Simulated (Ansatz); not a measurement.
## SrPd2N2 (I4/mmm): the Drude term of Re ε in the infrared

Re ε of SrPd2N2 (I4/mmm) along x at low photon energies is read from one computed spectrum; the carriers' damping was typed as γ = 0.05 eV. x, y and z are the Cartesian axes of the input cell.

The structure is tetragonal, space group I4/mmm (No. 139). The conventional cell has a = 3.913 Å, b = 3.913 Å, c = 10.710 Å, α = 90.00°, β = 90.00°, γ = 90.00°. Pd on site d has 4 Pd at 2.77 Å and 4 N at 2.85 Å as nearest neighbours. Sr on site a is surrounded by 8 N at 2.83 Å. Around N on site e lie 1 N at 1.20 Å.

Method: Ansatz 0.2.0, PBE, independent particles, k-mesh 12×12×12 with interpolation inside its cells, Gaussian parameter 0.1 eV.

Launch of the response step: `ansatz run input.yaml --threads 2 --pin off --max-ram 5120MiB --backend cpu --events-out ev --progress --plain --runs-dir out`. The run took 5.5 min, on 2 threads of Arm Neoverse V2, with other jobs on the host.

| photon energy E (eV) | wavelength (µm) | Re ε |
| --- | --- | --- |
| 0.25 | 4.96 | -130.0 |
| 0.30 | 4.13 | ? |
| 0.35 | 3.54 | -52.3 |
| 0.40 | 3.10 | -42.5 |
| 0.50 | 2.48 | -43.3 |
| 0.60 | 2.07 | -38.1 |
| 0.70 | 1.77 | -28.5 |

A Drude term over a constant background gives Re ε = ε_b − ωp²/(E² + γ²), linear in 1/(E² + γ²).

Working, on the rows shown:

| x = 1/(E² + γ²) (eV⁻²) | y = Re ε |
| --- | --- |
| 15.3846 | -130 |
| 8 | -52.3 |
| 6.15385 | -42.5 |
| 3.9604 | -43.3 |
| 2.75862 | -38.1 |
| 2.03046 | -28.5 |

Means: x̄ = 6.3813, ȳ = -55.783. Σ(x − x̄)(y − ȳ) = -878.6, Σ(x − x̄)² = 121.6. Slope = -878.6 / 121.6 = -7.222; intercept = ȳ − slope · x̄ = -9.6954. The line misses the rows shown by at most 15.

Predict the last column of the withheld row from the fit.

At x = 10.811 the line gives y = -87.775. The run gave -78.9, so the interpolation is off by 8.9, 9 % of the range in the table. The law describes these rows poorly: it misses even the rows shown by over a tenth of the range.

Refitted with all rows, the slope is -6.979 and the intercept -10.134. These give ωp = √(−slope) = 2.64 eV, against 3.55 eV from the program's Fermi-surface sum, and an intercept of -10.1. Taking the program's Drude term off the rows leaves 64 at the lowest energy and -3 at the highest, so the background isn't constant: interband transitions lie in or near the window, and neither fitted number can be trusted. The structure is a model and need not exist. The values come from a sum over the points of one k-mesh and carry its error, which is largest for Fermi-surface quantities. Spin-orbit coupling is left out.
